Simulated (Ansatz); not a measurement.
# Quasi-harmonic thermodynamics of BAs (F-43m), part 3 of 5

Wanted: α(T), C_P(T) and B(T) of BAs in the quasi-harmonic approximation.

What experiment has found for this phase:
- volume expansion coefficient 11.55 1e-6/K near room temperature (given in “Basic Physical Properties of Cubic Boron Arsenide (three times its linear coefficient)”, 2019, arxiv:1911.11281)
- volume expansion coefficient 10.8 1e-6/K near room temperature (given in “Thermal expansion coefficients of high thermal conducting BAs and BP materials (three times its linear coefficient)”, 2019, arxiv:1906.04101)

Ansatz 0.2.0; DFT LDA, scalar-relativistic, plane waves, PAW.

So far. Step 4 (Relaxing to small residual forces and stress): The residual pressure is 0.0088 GPa, small enough for phonons. Step 5 (Relaxing at another setting): The residual pressure is 3.4e-4 GPa, small enough for phonons. The relaxed cell has a = 4.732 Å (conventional setting).

### 6. The quasi-harmonic study, cutoff 550 eV, k-mesh 12×12×12

Thermal expansion follows from how the free energy of the vibrations (and of the electrons in a metal) changes with strain, so the program makes strained cells, their phonons and a fit in one run.

Contents of input.yaml:

```yaml
crystal:
  lattice:
    - [0.0, 2.3660417805, 2.3660417805]
    - [2.3660417805, 0.0, 2.3660417805]
    - [2.3660417805, 2.3660417805, 0.0]
  atoms:
    - { symbol: B, position: [0.0, 0.0, 0.0] }
    - { symbol: As, position: [0.25, 0.25, 0.25] }
kpoints:
  mp_grid: { grid: [12, 12, 12] }
hamiltonian:
  xc: lda
scf:
  occupations: { method: fixed }
output:
  eigenvalues: true
basis:
  ecutwfc: 550.0
phonons:
  method: dfpt
  qmesh: [4, 4, 4]
  temperatures: { t_max: 800.0, t_step: 50 }
  thermal_expansion: {}
```

Command:

```
ansatz run input.yaml --threads 4 --pin off --max-ram 16384MiB --backend cpu --events-out ev --progress --plain --runs-dir out
```

Numbers of over 12 decimals in the logs are rounded to 6 here.

The program printed:

```text
Warning: phonons: the dynamical matrix that this run interpolates holds no multipole term above the dipole-dipole one, and a site of this crystal is no centre of inversion, so its interpolated transverse optical and acoustic branches and sound speeds can stay off near Gamma, and the density of states and the thermodynamics with them. What a run solves at a wave vector of phonons.qpoints, Gamma apart, where the deck admits one, is free of this, and under fd what a larger phonons.supercell samples
[...]
Crystal: 2 atoms, lattice volume = 26.491 Å³
Basis set: ecut = 550 eV, 749 PW (Γ), exchange–correlation on 54×54×54 points (8 copies of the dense FFT grid, shifted against one another)
Bands: 13, of which v1, the nominal top of the filled ones, is band 9 counted from 1 (8 counted from 0)
Symmetry: 24 space group operations
[...]
k-points: 72 of 1728 (time reversal used)
[...]
SCF iter   1: F=—  HF=-4923.536319 eV  |F-HF|=—  |Δ(HF+E_count)|=         —  Δρ=7.26e-3  dr2=1.38e-2  ethr=1.77e-3  ⟨swp⟩=4.6  Hψ=4743  notcnv=0  defer=122
[...]
SCF iter   8: F=-4923.531431 eV  HF=-4923.531431 eV  |F-HF|=9.09e-13  |Δ(HF+E_count)|=  1.82e-12  Δρ=1.64e-8  dr2=5.85e-14  ethr=1.00e-12  ⟨swp⟩=6.0  Hψ=4510  notcnv=0
SCF 1 converged in 8 iterations: F = -4923.531431 eV  dr2 = 5.85e-14
[...]
relax step   1: F+E_penalty+E_count = -4923.53143095 eV  Δ(F+E_penalty+E_count) = +0.000e0 eV  max|allowed force component| = 2.567e-16 eV/Å  Δτ_max = 0.0000 Å  (8 SCF iters, accepted)
SCF converged after 8 iterations
Free energy (F): -4923.531431 eV
[...]
Internal energy: -4923.531431 eV  (E = F + TS)
E sigma→0 (E₀):  -4923.531431 eV
Fermi energy:    11.296237 eV
[...]
--- Stress (GPa, compression-positive) ---
        0.000346      -0.000000      -0.000000
        0.000000       0.000346       0.000000
        0.000000       0.000000       0.000346
  P = ⅓ Tr σ = 0.0003 GPa (0.003 kbar)
--- Band table (eV; the first three rows and the last of 72) ---
  k-point 0: bands = [... 5 lower, -4.3544, 11.2962, 11.2962, 11.2962, 14.5862, 14.5862, 14.5862, 16.3071]
  k-point 1: bands = [... 5 lower, -4.2377, 10.2502, 11.0707, 11.0707, 14.7638, 14.8820, 14.8820, 16.8924]
  k-point 2: bands = [... 5 lower, -3.8912, 8.3028, 10.5958, 10.5958, 14.6884, 15.4939, 15.4939, 18.1478]
  k-point 71: bands = [... 5 lower, 0.0817, 3.2443, 5.6261, 5.9294, 16.5053, 17.3083, 18.0685, 18.5251]
── thermal expansion: 3 new cells, 3 in all ──
thermal expansion: relaxation of cell 2
thermal expansion: relaxation of cell 3
── thermal expansion: 2 new cells, 5 in all ──
thermal expansion: relaxation of cell 4
thermal expansion: lower-state search of cell 4
thermal expansion: phonons of cell 4
thermal expansion: relaxation of cell 5
thermal expansion: phonons of cell 5
── thermal expansion: 5 new cells, 10 in all ──
thermal expansion: relaxation of cell 6
thermal expansion: relaxation of cell 7
thermal expansion: relaxation of cell 8
thermal expansion: relaxation of cell 9
thermal expansion: relaxation of cell 10
thermal expansion: phonons of cell 6
thermal expansion: phonons of cell 7
--- Relaxed structure (1 steps of the walk, 1 accepted, 0 SCFs on fresh bases) ---
  F+E_penalty+E_count = -4923.53143095 eV   max|allowed force component| = 2.567e-16 eV/Å
  atoms:
    - { symbol: B, position: [0.0, 0.0, 0.0] }
    - { symbol: As, position: [0.250000, 0.250000, 0.250000] }
--- Thermal expansion: 10 cells in 3 rounds, 0 GPa ---
  no lower state was reached at cell 4
  without vibrations: a 3.34609, b 3.34609, c 3.34609 Å, V 26.4910 Å³, B 147.06 GPa
  at 0 K: a 3.35450, b 3.35450, c 3.35450 Å, V 26.6912 Å³, B 144.27 GPa
  zero-point expansion: a +0.251, b +0.251, c +0.251, V +0.756 %
      T/K        a/Å        b/Å        c/Å       V/Å³ | expansion of a, b, c, V (1e-6/K)   | that of V in the mean from 25 °C | C_P, C_V (J/mol K of the cell) | B_T, B_S (GPa)
     0.00    3.35450    3.35450    3.35450    26.6912 |    0.00    0.00    0.00    0.00 |    5.31 |     0.000     0.000 |   144.27   144.27
   100.00    3.35460    3.35460    3.35460    26.6936 |    0.95    0.95    0.95    2.86 |    7.53 |    12.835    12.833 |   144.16   144.18
   200.00    3.35518    3.35518    3.35518    26.7076 |    2.55    2.55    2.55    7.66 |    9.89 |    25.423    25.396 |   143.65   143.80
   298.15    3.35627    3.35627    3.35627    26.7335 |    3.96    3.96    3.96   11.89 |       - |    34.118    34.021 |   142.82   143.23
   350.00    3.35701    3.35701    3.35701    26.7512 |    4.51    4.51    4.51   13.53 |   12.75 |    37.317    37.170 |   142.31   142.87
   450.00    3.35866    3.35866    3.35866    26.7906 |    5.26    5.26    5.26   15.77 |   14.07 |    41.542    41.287 |   141.25   142.12
   550.00    3.36051    3.36051    3.36051    26.8350 |    5.74    5.74    5.74   17.21 |   15.07 |    44.153    43.784 |   140.13   141.31
   650.00    3.36250    3.36250    3.36250    26.8826 |    6.07    6.07    6.07   18.20 |   15.85 |    45.855    45.371 |   138.98   140.47
   750.00    3.36458    3.36458    3.36458    26.9326 |    6.31    6.31    6.31   18.93 |   16.48 |    47.029    46.428 |   137.81   139.60
   800.00    3.36565    3.36565    3.36565    26.9583 |    6.41    6.41    6.41   19.23 |   16.76 |    47.486    46.827 |   137.23   139.16
  the static fit leaves 0.000 meV an atom of the energies and, of the stresses, 0.000 GPa of each cell's largest along a strain (root mean squares over the cells), whose Pulay part it has at -0.010 GPa
  vibrations' free energy: its fit passes through its cells
  the electrons' free energy at temperature is not in it: every band gap is over 0.83 eV
  free energies summed between the sampled wave vectors
  estimated error of the fitted expansion in any direction: up to 0.028e-6/K, at 800 K, with few degrees of freedom (an estimate, not a bound: it was exceeded on models of known expansion)
  by sums over the sampled wave vectors an expansion of the volume parts by up to 0.39e-6/K
  by a static energy of one degree less an expansion of the volume parts by up to 0.00e-6/K
  band gaps on the cells' k-points are 1.082 to 1.143 eV
```

Run time: 13 min. Hardware: 4 threads of Arm Neoverse V2, shared host; peak memory 2.2 GiB.

This step gave:

| Property | Result |
| --- | --- |
| pressure | 3.46e-4 GPa |
| volume expansion coefficient at 298 K | 11.89 1e-6/K |
| C_P at 298 K | 17.06 J/mol-atom/K |
| entropy at 298 K | 15.69 J/mol-atom/K |
| isothermal bulk modulus at 298 K | 142.8 GPa |
| Grüneisen parameter at 298 K | 0.8038 |
| volume at 298 K | 13.37 Å³/atom |
| principal linear expansion coefficients at 298 K | 3.964, 3.964, 3.964 1e-6/K |

Strained cells of the study; zero-point energy where phonons were solved; the pressures are stresses at a fixed cutoff and can carry an offset from the finite basis. Expansion cells, by row:

```
cell  |a| (Å)  |b| (Å)  |c| (Å)  V (Å³/atom)  E - E_lowest (meV/atom)  pressure, compression positive (GPa)  gap (eV)  zero-point energy (meV/atom)
   1    3.346    3.346    3.346        13.25                        0                                -0.009      1.11                             -
   2    3.373    3.373    3.373        13.57                    3.416                                -3.357     1.132                             -
   3     3.32     3.32     3.32        12.93                    3.532                                  3.68     1.088                             -
   4    3.346    3.346    3.346        13.25                        0                                -0.039      1.11                         82.35
   5    3.363    3.363    3.363        13.45                    1.383                                -2.171     1.124                         80.99
   6    3.355    3.355    3.355        13.35                    0.406                                -1.195     1.117                         81.62
   7    3.373    3.373    3.373        13.57                      3.5                                -3.397     1.132                         80.17
   8    3.313    3.313    3.313        12.86                    5.484                                 4.634     1.082                             -
   9     3.33     3.33     3.33        13.05                    1.338                                 2.228     1.096                             -
  10    3.387    3.387    3.387        13.73                    7.768                                -4.953     1.143                             -
```

Quasi-harmonic; a, b, c are the run's own cell vectors. Expansion, by row:

```
T (K)  a (Å)  b (Å)  c (Å)  alpha (deg)  beta (deg)  gamma (deg)  cell volume (Å³/cell)  alpha_a (1e-6/K)  alpha_b (1e-6/K)  alpha_c (1e-6/K)  alpha_V (1e-6/K)  C_P (J/mol-atom/K)  C_V (J/mol-atom/K)  S (J/mol-atom/K)  B_T (GPa)  B_S (GPa)  Grueneisen  extrapolation  fit error (1e-6/K)
    0  3.354  3.354  3.354           60          60           60                  26.69                 0                 0                 0                 0                   0                   0                 0      144.3      144.3           -              0                   0
   50  3.355  3.355  3.355           60          60           60                  26.69               0.2               0.2               0.2              0.61               1.729               1.729             0.539      144.3      144.3       0.411              0                   0
  100  3.355  3.355  3.355           60          60           60                  26.69              0.95              0.95              0.95              2.86               6.417               6.417              3.23      144.2      144.2       0.516              0                   0
  150  3.355  3.355  3.355           60          60           60                   26.7              1.73              1.73              1.73              5.18               9.839               9.834             6.509      143.9        144        0.61              0                   0
  200  3.355  3.355  3.355           60          60           60                  26.71              2.55              2.55              2.55              7.66               12.71                12.7             9.742      143.7      143.8       0.697              0                0.01
  250  3.356  3.356  3.356           60          60           60                  26.72              3.33              3.33              3.33              9.99               15.16               15.13             12.85      143.3      143.5       0.761              0                0.01
298.1  3.356  3.356  3.356           60          60           60                  26.73              3.96              3.96              3.96             11.89               17.06               17.01             15.69      142.8      143.2       0.804              0                0.01
  300  3.356  3.356  3.356           60          60           60                  26.73              3.99              3.99              3.99             11.96               17.12               17.07             15.79      142.8      143.2       0.805              0                0.01
  350  3.357  3.357  3.357           60          60           60                  26.75              4.51              4.51              4.51             13.53               18.66               18.59             18.55      142.3      142.9       0.835              0                0.01
  400  3.358  3.358  3.358           60          60           60                  26.77              4.93              4.93              4.93             14.78               19.85               19.75             21.13      141.8      142.5       0.855              0                0.01
  450  3.359  3.359  3.359           60          60           60                  26.79              5.26              5.26              5.26             15.77               20.77               20.64             23.52      141.2      142.1        0.87              0                0.01
  500   3.36   3.36   3.36           60          60           60                  26.81              5.52              5.52              5.52             16.56                21.5               21.34             25.75      140.7      141.7       0.882              0                0.01
  550  3.361  3.361  3.361           60          60           60                  26.84              5.74              5.74              5.74             17.21               22.08               21.89             27.82      140.1      141.3        0.89              0                0.01
  600  3.361  3.361  3.361           60          60           60                  26.86              5.92              5.92              5.92             17.75               22.54               22.33             29.77      139.6      140.9       0.897              0                0.01
  650  3.362  3.362  3.362           60          60           60                  26.88              6.07              6.07              6.07              18.2               22.93               22.68             31.59        139      140.5       0.903              0                0.01
  700  3.364  3.364  3.364           60          60           60                  26.91               6.2               6.2               6.2             18.59               23.25               22.98              33.3      138.4        140       0.907              0                0.01
  750  3.365  3.365  3.365           60          60           60                  26.93              6.31              6.31              6.31             18.93               23.51               23.21             34.91      137.8      139.6       0.911              0                0.02
  800  3.366  3.366  3.366           60          60           60                  26.96              6.41              6.41              6.41             19.23               23.74               23.41             36.44      137.2      139.2       0.915              0                0.03
```

Table of expansion coefficient by temperature; values in 1e-6/K:

```
temperature (K)  volume  principal 1
              0       0            0
             50    0.61          0.2
            100    2.86         0.95
            150    5.18         1.73
            200    7.66         2.55
            250    9.99         3.33
            298    11.9         3.96
            300    12.0         3.99
            350    13.5         4.51
            400    14.8         4.93
            450    15.8         5.26
            500    16.6         5.52
            550    17.2         5.74
            600    17.8         5.92
            650    18.2         6.07
            700    18.6          6.2
            750    18.9         6.31
            800    19.2         6.41
```

At 298 K the volume expansion is 11.9 × 10⁻⁶/K and B_T is 143 GPa.

[end of part 3 of 5]

[Logs are printed without paths, hosts, clocks, repeated set-up lines and the standing remarks that a program may print on its own settings, such as how far it seeks lower states.]

[Hosts, paths, dates, database ids (printed as entryN), source tags and the programs' standing remarks are cut or masked in the printed files.]

[A step with changed settings may run another functional than the one named; its input shows which.]
